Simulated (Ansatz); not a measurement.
An input for Ansatz 0.2.0 (Si2WN4 (MoSi2N4-type monolayer)):

```yaml
crystal:
  lattice:
    - [2.9139614646, 0.0, 0.0]
    - [-1.4569807323, 2.5740359471, 0.0]
    - [0.0, 0.0, 37.2]
  atoms:
    - { symbol: W, position: [0.0027454943, 0.0054909885, 0.5] }
    - { symbol: "N", position: [0.3352829491, 0.6705658982, 0.533478854] }
    - { symbol: "N", position: [0.3352829491, 0.6705658982, 0.466521146] }
    - { symbol: Si, position: [0.3325428045, 0.6650856089, 0.5805088618] }
    - { symbol: Si, position: [0.3325428045, 0.6650856089, 0.4194911382] }
    - { symbol: "N", position: [0.6641348327, 0.3282696653, 0.5937352975] }
    - { symbol: "N", position: [0.6641348327, 0.3282696653, 0.4062647025] }
  periodic: [true, true, false]
kpoints:
  mp_grid: { grid: [9, 9, 1] }
  band_path:
    path: [[0.0, 0.0, 0.0], [0.5, 0.0, 0.0], [0.3333333333, 0.3333333333, 0.0]]
    npoints: 1
hamiltonian:
  xc: pbe
  pseudopotentials: { kind: paw_fr, azcp: { folder: soft_1 } }
scf:
  occupations: { method: fermi_dirac, width: 0.02 }
  n_extra_bands: 12
magnetization:
  noncollinear: true
  spin_orbit: true
output:
  eigenvalues: true
```

```sh
ansatz run input.yaml --threads 4 --pin off --max-ram 17510MiB --backend cpu --events-out ev --progress --plain --runs-dir out
```

Question: Estimate wall time and host memory on 4 threads of Arm Neoverse V1, shared host.

It took 61 s; on shared hardware allow 31 s to 2 min. Peak host memory was 1.7 GiB. The sizes that set the cost: 5361 plane waves a state, 25 irreducible k points and 10 SCF cycles.

[Paths, hosts, dates, memory and timing lines, banners, echoed tables and standing remarks are left out of the program output.]

[Logs are printed without paths, hosts, clocks, repeated set-up lines and the standing remarks that a program may print on its own settings, such as how far it seeks lower states.]

[Runs of the session that timed out or met a known fault of the program may be left out.]

[Cells called generated may have been cut or substituted from an entry of the Crystallography Open Database or the Materials Project.]

[Hosts, paths, dates, database ids (printed as entryN), source tags and the programs' standing remarks are cut or masked in the printed files.]
